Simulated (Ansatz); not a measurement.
# Na on Ru(0001): change of the work function, part 3 of 3

How does Na on the fcc site change the work function of Ru(0001) as the layer fills?

Ansatz 0.2.0; plane-wave DFT, PBE, Ansatz PAW.

So far, work function, upper face (eV): step 2 (the clean slab) 5.05; step 3 (37 atoms, coverage 0.111 ML, cell 3x3) 2.88.

### Step 4. Adsorbate added, k-mesh 6×6×1, coverage 0.25 ML

System of this step: Na/Ru(0001). The cell holds 17 atoms: 16 Ru and 1 Na. Cell: a = 5.400 Å, b = 5.400 Å, c = 27.192 Å, α = 90.0°, β = 90.0°, γ = 60.0°. Vacuum lies along c.

Another coverage, to see how the dipoles act on each other as their distance changes.

input.yaml reads:

```yaml
crystal:
  lattice:
    - [5.4, 0.0, 0.0]
    - [2.7, 4.6765371804, 0.0]
    - [0.0, 0.0, 27.1915074177]
  atoms:
    - { symbol: Ru, position: [0.3333333333, 0.3333333333, 0.3309856957] }
    - { symbol: Ru, position: [0.0, 0.0, 0.4096278971] }
    - { symbol: Ru, position: [0.3333333333, 0.3333333333, 0.4889831427] }
    - { symbol: Ru, position: [0.0, 0.0, 0.5656658536] }
    - { symbol: Ru, position: [0.3333333333, 0.8333333333, 0.3309856957] }
    - { symbol: Ru, position: [0.0, 0.5, 0.4096278971] }
    - { symbol: Ru, position: [0.3333333333, 0.8333333333, 0.4889831427] }
    - { symbol: Ru, position: [0.0, 0.5, 0.5656658536] }
    - { symbol: Ru, position: [0.8333333333, 0.3333333333, 0.3309856957] }
    - { symbol: Ru, position: [0.5, 0.0, 0.4096278971] }
    - { symbol: Ru, position: [0.8333333333, 0.3333333333, 0.4889831427] }
    - { symbol: Ru, position: [0.5, 0.0, 0.5656658536] }
    - { symbol: Ru, position: [0.8333333333, 0.8333333333, 0.3309856957] }
    - { symbol: Ru, position: [0.5, 0.5, 0.4096278971] }
    - { symbol: Ru, position: [0.8333333333, 0.8333333333, 0.4889831427] }
    - { symbol: Ru, position: [0.5, 0.5, 0.5656658536] }
    - { symbol: Na, position: [0.1666666667, 0.1666666667, 0.6690143043] }
kpoints:
  mp_grid: { grid: [6, 6, 1] }
hamiltonian:
  xc: pbe
scf:
  occupations: { method: fermi_dirac, width: 0.1 }
  convergence: { dr2_threshold: 1.0e-08 }
efield:
  axis: 3
  dipole_correction: true
  ramp_position: 0.97
  ramp_width: 0.06
relax:
  f_tol: 0.02
  max_steps: 60
  constraints: [{ sites: [0, 1, 4, 5, 8, 9, 12, 13] }]
output:
  dos: { projected: true, e_range: [-8, 4] }
  write_potential: true
  write_density: true
  volumetric_format: npy
  elf: true
```

Launch:

```bash
ansatz run input.yaml --threads 4 --pin off --max-ram 16384MiB --backend cpu --events-out ev --progress --plain --runs-dir out
```

Standard output:

```text
[...]
Crystal: 17 atoms, lattice volume = 686.675 Å³
Basis set: ecut = 420 eV, 13309 PW (Γ), exchange–correlation on 80×80×384 points (8 copies of the dense FFT grid, shifted against one another)
Bands: 159, of which v1, the nominal top of the filled ones, is band 133 counted from 1 (132 counted from 0)
Symmetry: 6 space group operations
[...]
k-points: 7 of 36 (time reversal used)
[...]
SCF iter   1: F=—  HF=-95538.182491 eV  |F-HF|=—  |Δ(HF+E_count)|=         —  Δρ=8.04e-3  dr2=1.56e0  ethr=1.77e-3  p=0.416 e·Å  D=1.10e-1 V/Å  ΔV_dip=-2.98 eV  dr2_dipole=2.72e-3  V_vac-E_F(+/−)=1.77/4.75 eV  ⟨swp⟩=7.1  Hψ=4333  notcnv=0
[...]
SCF iter  11: F=-95538.150311 eV  HF=-95538.150311 eV  |F-HF|=3.20e-10  |Δ(HF+E_count)|=   1.47e-8  Δρ=3.45e-7  dr2=2.56e-9  ethr=3.77e-12  p=0.464 e·Å  D=1.22e-1 V/Å  ΔV_dip=-3.33 eV  dr2_dipole=2.84e-12  V_vac-E_F(+/−)=1.75/5.07 eV  ⟨swp⟩=10.4  Hψ=7753  notcnv=0
SCF 1 converged in 11 iterations: F = -95538.150311 eV  dr2 = 2.56e-9
[...]
relax step   1: F+E_penalty+E_count = -95538.15031098 eV  Δ(F+E_penalty+E_count) = +0.000e0 eV  max|allowed force component| = 5.405e-1 eV/Å  Δτ_max = 0.0000 Å  (11 SCF iters, accepted)
[...]
SCF iter   9: F=-95538.202049 eV  HF=-95538.202049 eV  |F-HF|=3.71e-9  |Δ(HF+E_count)|=   1.65e-8  Δρ=3.67e-7  dr2=1.88e-9  ethr=3.77e-12  p=0.469 e·Å  D=1.24e-1 V/Å  ΔV_dip=-3.36 eV  dr2_dipole=2.26e-11  V_vac-E_F(+/−)=1.72/5.08 eV  ⟨swp⟩=9.6  Hψ=7294  notcnv=0
SCF 2 converged in 9 iterations: F = -95538.202049 eV  dr2 = 1.88e-9
relax step   2: F+E_penalty+E_count = -95538.20204890 eV  Δ(F+E_penalty+E_count) = -5.174e-2 eV  max|allowed force component| = 3.923e-1 eV/Å  Δτ_max = 0.1091 Å  (9 SCF iters, accepted)
SCF iter   1: F=—  HF=-95538.241986 eV  |F-HF|=—  |Δ(HF+E_count)|=         —  Δρ=2.77e-3  dr2=4.97e-1  ethr=4.03e-4  p=0.469 e·Å  D=1.24e-1 V/Å  ΔV_dip=-3.36 eV  dr2_dipole=1.36e-1  V_vac-E_F(+/−)=1.73/5.09 eV  ⟨swp⟩=4.7  Hψ=2395  notcnv=0
[...]
SCF iter   9: F=-95538.234495 eV  HF=-95538.234495 eV  |F-HF|=1.46e-8  |Δ(HF+E_count)|=   5.24e-8  Δρ=4.69e-7  dr2=2.74e-9  ethr=3.77e-12  p=0.460 e·Å  D=1.21e-1 V/Å  ΔV_dip=-3.30 eV  dr2_dipole=1.81e-10  V_vac-E_F(+/−)=1.79/5.08 eV  ⟨swp⟩=11.6  Hψ=8115  notcnv=0
SCF 3 converged in 9 iterations: F = -95538.234495 eV  dr2 = 2.74e-9
relax step   3: F+E_penalty+E_count = -95538.23449491 eV  Δ(F+E_penalty+E_count) = -3.245e-2 eV  max|allowed force component| = 1.176e-1 eV/Å  Δτ_max = 0.1904 Å  (9 SCF iters, accepted)
SCF iter   1: F=—  HF=-95538.237945 eV  |F-HF|=—  |Δ(HF+E_count)|=         —  Δρ=1.08e-3  dr2=6.92e-2  ethr=6.59e-5  p=0.460 e·Å  D=1.21e-1 V/Å  ΔV_dip=-3.30 eV  dr2_dipole=2.03e-2  V_vac-E_F(+/−)=1.78/5.08 eV  ⟨swp⟩=2.9  Hψ=1762  notcnv=0
[...]
SCF iter   8: F=-95538.237788 eV  HF=-95538.237788 eV  |F-HF|=1.82e-8  |Δ(HF+E_count)|=   4.22e-8  Δρ=5.12e-7  dr2=2.74e-9  ethr=3.77e-12  p=0.463 e·Å  D=1.22e-1 V/Å  ΔV_dip=-3.32 eV  dr2_dipole=3.95e-10  V_vac-E_F(+/−)=1.76/5.08 eV  ⟨swp⟩=10.9  Hψ=7827  notcnv=0
SCF 4 converged in 8 iterations: F = -95538.237788 eV  dr2 = 2.74e-9
relax step   4: F+E_penalty+E_count = -95538.23778763 eV  Δ(F+E_penalty+E_count) = -3.293e-3 eV  max|allowed force component| = 1.559e-2 eV/Å  Δτ_max = 0.0256 Å  (8 SCF iters, accepted)
[...]
SCF converged after 8 iterations
Free energy (F): -95538.237788 eV
[...]
Internal energy: -95537.625896 eV  (E = F + TS)
E sigma→0 (E₀):  -95537.931842 eV
Entropy (-TS):   -0.611892 eV (-35.994 meV/atom)
Fermi energy:    5.397917 eV
Dipole field:    D = 0.122075 V/Å  (p = 0.463252 e·Å, saw-weighted, corrected)
Work function:   Φ+ = 1.7634 eV   Φ− = 5.0828 eV
[...]
--- Forces (eV/Å), atoms counted from 1 ---
  atom   1  Ru    -0.00533830    -0.00308207     0.42399535
  atom   2  Ru     0.04507067     0.02602156    -0.44600748
  atom   3  Ru     0.00840202     0.00485091    -0.00028502
  atom   4  Ru     0.00228964     0.00132193     0.01558701
  atom   5  Ru     0.00000000     0.00616414     0.42399535
  atom   6  Ru    -0.00000000    -0.05204313    -0.44600748
  atom   7  Ru     0.00000000    -0.00970182    -0.00028502
  atom   8  Ru    -0.00000000    -0.00264385     0.01558701
  atom   9  Ru     0.00533830    -0.00308207     0.42399535
  atom  10  Ru    -0.04507067     0.02602156    -0.44600748
  atom  11  Ru    -0.00840202     0.00485091    -0.00028502
  atom  12  Ru    -0.00228964     0.00132193     0.01558701
  atom  13  Ru     0.00000000     0.00000000     0.41382349
  atom  14  Ru    -0.00000000     0.00000000    -0.41095888
  atom  15  Ru     0.00000000    -0.00000000     0.00826504
  atom  16  Ru     0.00000000     0.00000000     0.01067563
  atom  17  Na     0.00000000    -0.00000000    -0.00165286
  max |Σ_I F_I| component: 2.20e-5 eV/Å
--- Band table (eV; the first three rows and the last of 7) ---
  k-point 0: bands = [... 129 lower, 5.5667, 5.9597, 6.3583, 6.3583, 6.4083, 6.4083, 6.4156, 6.5491, ... 22 higher]
  k-point 1: bands = [... 129 lower, 5.5072, 5.6787, 5.9474, 5.9655, 6.1574, 6.1828, 6.2453, 6.2800, ... 22 higher]
  k-point 2: bands = [... 129 lower, 5.0761, 5.0807, 5.1333, 5.4101, 5.6590, 5.7058, 5.7334, 5.7451, ... 22 higher]
  k-point 6: bands = [... 129 lower, 4.8898, 4.9272, 5.0385, 5.0473, 5.0680, 5.5750, 5.6127, 5.6437, ... 22 higher]
--- Relaxed structure (4 steps of the walk, 4 accepted, 0 SCFs on fresh bases) ---
  F+E_penalty+E_count = -95538.23778763 eV   max|allowed force component| = 1.559e-2 eV/Å
  atoms:
    - { symbol: Ru, position: [0.333333, 0.333333, 0.330986] }
    - { symbol: Ru, position: [2.666712e-17, 2.666712e-17, 0.409628] }
    - { symbol: Ru, position: [0.333557, 0.333557, 0.488858] }
    - { symbol: Ru, position: [-0.00240044, -0.00240044, 0.565309] }
    - { symbol: Ru, position: [0.333333, 0.833333, 0.330986] }
    - { symbol: Ru, position: [5.551115e-17, 0.5, 0.409628] }
    - { symbol: Ru, position: [0.333557, 0.832886, 0.488858] }
    - { symbol: Ru, position: [-0.00240044, 0.504801, 0.565309] }
    - { symbol: Ru, position: [0.833333, 0.333333, 0.330986] }
    - { symbol: Ru, position: [0.5, 2.666712e-17, 0.409628] }
    - { symbol: Ru, position: [0.832886, 0.333557, 0.488858] }
    - { symbol: Ru, position: [0.504801, -0.00240044, 0.565309] }
    - { symbol: Ru, position: [0.833333, 0.833333, 0.330986] }
    - { symbol: Ru, position: [0.5, 0.5, 0.409628] }
    - { symbol: Ru, position: [0.833333, 0.833333, 0.488039] }
    - { symbol: Ru, position: [0.5, 0.5, 0.566455] }
    - { symbol: Na, position: [0.166667, 0.166667, 0.658938] }
```

Run time: 1.8 min. Hardware: 4 threads of Arm Neoverse V1, shared host; peak memory 2.7 GiB.

Step by step:

```csv
step,energy less that of the first step (eV),largest force component (eV/Å)
1,0.0000,0.5405
2,-0.0517,0.3923
3,-0.0842,0.1176
4,-0.0875,0.0156
```

Forces are held to the 6 operations that the program found; a distortion that breaks them can't arise in this run.

The atoms that moved most (Å):

```csv
atom,dx,dy,dz,length
Na17,0.000,0.000,-0.274,0.274
Ru15,0.000,0.000,-0.026,0.026
Ru4,-0.019,-0.011,-0.010,0.024
Ru12,0.019,-0.011,-0.010,0.024
Ru8,0.000,0.022,-0.010,0.024
Ru16,0.000,0.000,0.021,0.021
```

Final coordinates:

```cif
data_structure
_symmetry_space_group_name_H-M 'P 1'
_symmetry_Int_Tables_number 1
_cell_length_a 5.4000
_cell_length_b 5.4000
_cell_length_c 27.1915
_cell_angle_alpha 90.000
_cell_angle_beta 90.000
_cell_angle_gamma 60.000
_cell_volume 686.68
loop_
_atom_site_label
_atom_site_type_symbol
_atom_site_fract_x
_atom_site_fract_y
_atom_site_fract_z
_atom_site_occupancy
Ru1 Ru 0.33333 0.33333 0.33099 1
Ru2 Ru 0.00000 0.00000 0.40963 1
Ru3 Ru 0.33356 0.33356 0.48886 1
Ru4 Ru 0.99760 0.99760 0.56531 1
Ru5 Ru 0.33333 0.83333 0.33099 1
Ru6 Ru 0.00000 0.50000 0.40963 1
Ru7 Ru 0.33356 0.83289 0.48886 1
Ru8 Ru 0.99760 0.50480 0.56531 1
Ru9 Ru 0.83333 0.33333 0.33099 1
Ru10 Ru 0.50000 0.00000 0.40963 1
Ru11 Ru 0.83289 0.33356 0.48886 1
Ru12 Ru 0.50480 0.99760 0.56531 1
Ru13 Ru 0.83333 0.83333 0.33099 1
Ru14 Ru 0.50000 0.50000 0.40963 1
Ru15 Ru 0.83333 0.83333 0.48804 1
Ru16 Ru 0.50000 0.50000 0.56646 1
Na17 Na 0.16667 0.16667 0.65894 1
```

This step gave:

```yaml
energy_at_zero_smearing: -95537.9318 eV
work_function_upper_face: 1.763 eV
work_function_lower_face: 5.083 eV
dipole_along_the_normal: 0.4633 e·Å
step_between_the_vacuum_levels: -3.319 eV
```

Running mean over 2.138 Å of the planar mean; the ramp of the sawtooth is left out. The electron's electrostatic potential energy less the Fermi level by z:

z (Å), electron's electrostatic potential energy less the Fermi level (eV) and a bar from the least value:
```
      3.5        5.1 ##############################
      4.0        5.1 ##############################
      4.5        5.1 ##############################
      5.0        5.1 ##############################
      5.5        5.1 ##############################
      6.0        5.0 ##############################
      6.5        4.8 ##############################
      7.0        3.9 ############################
      7.5        0.8 ########################
      8.0       -6.3 #############
      8.5      -12.4 ####
      9.0      -14.2 ##
      9.5      -14.5 #
     10.0      -14.7 #
     10.5      -14.8 #
     11.0      -14.8 #
     11.5      -14.8 #
     12.0      -14.8 #
     12.5      -14.8 #
     13.0      -14.9 #
     13.5      -15.0 
     14.0      -15.3 
     14.5      -15.3 
     15.0      -14.8 #
     15.5      -14.1 ##
     16.0      -11.5 ######
     16.5       -5.3 ###############
     17.0       -0.2 ######################
     17.5        0.9 ########################
     18.0        0.7 ########################
     18.5        0.5 #######################
     19.0        0.9 ########################
     19.5        1.4 #########################
     20.0        1.6 #########################
     20.5        1.7 #########################
     21.0        1.7 #########################
     21.5        1.7 #########################
     22.0        1.8 #########################
     22.5        1.8 #########################
     23.0        1.8 #########################
     23.5        1.8 #########################
     24.0        1.8 #########################
```

The density of states has structure finer than the step of the table below, so its rows give means over 0.5 eV. Peaks (eV: height): -5.38: 49.0, -2.83: 48.7, -2.14: 39.8, -1.62: 50.7, 0.84: 57.0, 1.11: 41.7, 1.26: 49.2.

Table of density of states by energy, zero at the Fermi level; means over each step:

energy (eV), density of states (states/eV a cell) and a bar:
```
     -7.5        0.4 
     -7.0        0.9 #
     -6.5        1.2 #
     -6.0        9.0 #########
     -5.5       21.8 ######################
     -5.0       17.8 ##################
     -4.5       20.7 #####################
     -4.0       19.1 ###################
     -3.5       16.7 #################
     -3.0       20.0 ####################
     -2.5       23.6 ########################
     -2.0       29.5 ##############################
     -1.5       27.3 ############################
     -1.0       15.1 ###############
     -0.5       20.8 #####################
      0.0       18.9 ###################
      0.5       18.9 ###################
      1.0       28.1 #############################
      1.5       23.9 ########################
```

Projected DOS per atom over height of the atomic layer and energy from the Fermi level. Layers: Ru4 Ru4 Ru4 Ru4 Na from below.

Values in states/eV, 22 rows by 5 columns, each cell a mean:
```
0.85 0.90 0.97 0.92 0.64
1.34 1.91 1.93 1.30 0.74
1.75 1.41 1.38 1.59 0.63
1.24 1.08 1.01 1.25 0.35
1.49 0.83 0.82 1.35 0.12
1.67 0.91 0.88 1.45 0.19
1.10 0.71 0.71 1.01 0.38
1.95 1.37 1.29 1.72 0.17
2.40 1.45 1.47 2.33 0.23
1.60 1.30 1.36 1.98 0.08
1.65 1.64 1.63 1.69 0.09
0.88 1.07 1.03 1.00 0.03
1.09 1.07 1.01 1.03 0.01
1.16 1.47 1.35 1.18 0.01
1.40 1.36 1.26 1.37 0.01
0.80 1.41 1.49 0.96 0.01
0.56 1.83 1.96 0.73 0.01
0.21 0.96 1.12 0.31 0.00
0.03 0.13 0.14 0.04 0.00
0.02 0.09 0.10 0.03 0.00
0.01 0.07 0.07 0.02 0.00
0.00 0.00 0.00 0.00 0.00
```
Columns: height of the atomic layer (Å) from 9 to 17.9 (not evenly spaced); rows upwards: energy from the Fermi level (eV) from -7.96 to 1.95.

ELF in the ca plane at fractional y = 0.000, with atoms of Ru within 0.2 Å of it. It is the smooth field of the valence electrons, not physical close to the nuclei.

Ten even steps from '0' (0.00) to '9' (0.64), each cell a mean:
```
44444898963444445988942233221111000000000000
44344588644433344688632333322110000000000000
56434344443366434344433333221100000000000000
67534444443367434444444433221100000000000000
45444356444344344466433333221100000000000000
43344799854433444899832233222110000000000000
54444975963444445966952332111111000000000000
44444898963444445988942210000011100000000000
44344588644433344688633200100011110000000000
56434344444356434344444113410001110000000000
67534444443367434444454115520001110000000000
45444356444345344455433102200001110000000000
43344799954433444899843200000011100000000000
54444975963444445966952321000111100000000000
```
Columns run along c (16.0 Å, from fractional 0.32 to 0.91 of the cell), rows up along a (5.4 Å). Atoms in or near the plane, at fractional coordinates: Ru at (0.41, 0.00), Ru at (0.57, 0.00), Ru at (0.41, 0.50), Ru at (0.57, 0.50).

Electrostatic potential energy in the ca plane at fractional y = 0.000, with atoms of Ru within 0.2 Å of it. With pseudopotentials it is smooth inside the atoms' cores, unlike the true potential.

Ten even steps from '0' (-83 eV) to '9' (9 eV), each cell a mean:
```
99998400169999997200389999999999999999999999
88899744689988998644799999999999999999999999
76799988999876899988999999999999999999999999
66789999999866799999999999999999999999999999
87899876799887899866899999999999999999999999
99998521379999998411589999999999999999999999
99998300169999997100279999999999999999999999
99998400169999997200389999999999999999999999
88899744689988998644799999999999999999999999
76799988999876899988999998899999999999999999
66789999999866799999999998899999999999999999
87899876899887899877899999999999999999999999
99998521379999998412589999999999999999999999
99998300069999997100279999999999999999999999
```
Columns run along c (16.0 Å, from fractional 0.32 to 0.91 of the cell; values clipped at the 3rd and 97th percentile), rows up along a (5.4 Å). Atoms in or near the plane, at fractional coordinates: Ru at (0.41, 0.00), Ru at (0.57, 0.00), Ru at (0.41, 0.50), Ru at (0.57, 0.50).

Valence density in the ca plane at fractional y = 0.000, with atoms of Ru within 0.2 Å of it. It is the smooth field of the valence electrons, not physical close to the nuclei.

Values in units of 1e0 e/Å³, 8 rows by 16 columns, each cell a mean:
```
0.4 0.6 5.6 1.6 0.4 0.4 4.6 3.0 0.1 0.0 0.0 0.0 0.0 0.0 0.0 0.0
1.3 0.4 0.6 0.4 1.1 0.6 0.6 0.4 0.1 0.0 0.0 0.0 0.0 0.0 0.0 0.0
1.0 0.4 1.3 0.5 0.9 0.5 1.2 0.8 0.1 0.0 0.0 0.0 0.0 0.0 0.0 0.0
0.3 0.8 7.4 2.1 0.3 0.4 6.0 3.9 0.1 0.0 0.0 0.0 0.0 0.0 0.0 0.0
0.4 0.6 5.6 1.6 0.4 0.4 4.3 2.8 0.1 0.0 0.0 0.0 0.0 0.0 0.0 0.0
1.3 0.4 0.6 0.4 1.1 0.6 0.5 0.4 0.1 0.2 0.0 0.0 0.0 0.0 0.0 0.0
1.0 0.4 1.4 0.5 0.9 0.6 1.0 0.7 0.1 0.2 0.0 0.0 0.0 0.0 0.0 0.0
0.3 0.8 7.4 2.1 0.3 0.4 5.8 3.8 0.1 0.0 0.0 0.0 0.0 0.0 0.0 0.0
```
Columns run along c (16.0 Å, from fractional 0.32 to 0.91 of the cell), rows up along a (5.4 Å). Atoms in or near the plane, at fractional coordinates: Ru at (0.41, 0.00), Ru at (0.57, 0.00), Ru at (0.41, 0.50), Ru at (0.57, 0.50).

The relaxation took 4 steps and lowered the energy by 0.087 eV; the largest force on the free atoms ends at 0.016 eV/Å.

By hand: a sheet of dipoles makes a step −p/(ε₀A) in the electron's potential. With e/ε₀ = 180.95 V·Å, p = 0.4633 e·Å and A = 25.25 Å², that is −180.95 × (0.4633) / 25.25 = -3.319 eV, and the two vacuum levels of the run differ by -3.319 eV.

The covered face has 1.76 eV, -3.28 eV against the clean one; the bare back face has moved by +0.01 eV, a measure of how thin the slab is.

### Step 5. Work function against coverage

This step: plane-wave DFT, PBE, Ansatz PAW; work function against coverage (Ansatz 0.2.0).

The runs are now put side by side.

Numbers from this step:

- work function of the clean face: 5.046 eV
- largest change of the work function: -3.282 eV

The work function of the covered face by coverage:

```csv
coverage (adsorbates/nm²),work function of the covered face (eV)
0.00,5.05
1.76,2.88
3.96,1.76
```

The dipole per adsorbate comes from the change of the cell's dipole. Coverage, by row:

```csv
coverage (1/nm²),coverage (ML),work function (eV),change (eV),"dipole per adsorbate, positive end outwards (debye)",mean height of the added atoms over the highest substrate atom (Å)
1.76,0.1111,2.88,-2.165,3.289,2.591
3.96,0.25,1.763,-3.282,2.205,2.515
```

### Step 6. What came out

- work function of the clean face: 5.05 eV
- work function at 0.11 ML: 2.88 eV
- work function at 0.25 ML: 1.76 eV
- dipole per adsorbate at 0.11 ML, positive end outwards: 3.29 D

What this shows: Na lowers the work function of Ru(0001) at the lowest coverage, by 2.17 eV: the adsorbate layer has its positive end outwards. The slab has 4 layers, at the tabulated experimental lattice constant, one starting site was run, and quantum-size effects of a slab this thin can reach one or two tenths of an eV.

[Long decimals in the printed logs are rounded to 6 places.]

[Logs are printed without paths, hosts, clocks, repeated set-up lines and the standing remarks that a program may print on its own settings, such as how far it seeks lower states.]

[Hosts, paths, dates, database ids (printed as entryN), source tags and the programs' standing remarks are cut or masked in the printed files.]

[Maps of the electrostatic potential energy from Ansatz leave out the sawtooth potential of an applied field or a dipole correction, so their vacuum need not be flat; planar profiles and work functions include it.]

[The density of states shown here was stored with 400 of the rows of the run's finer table, so its peaks can read low, often by over a quarter, or be missed, and its means over a window can be off by a tenth or more.]
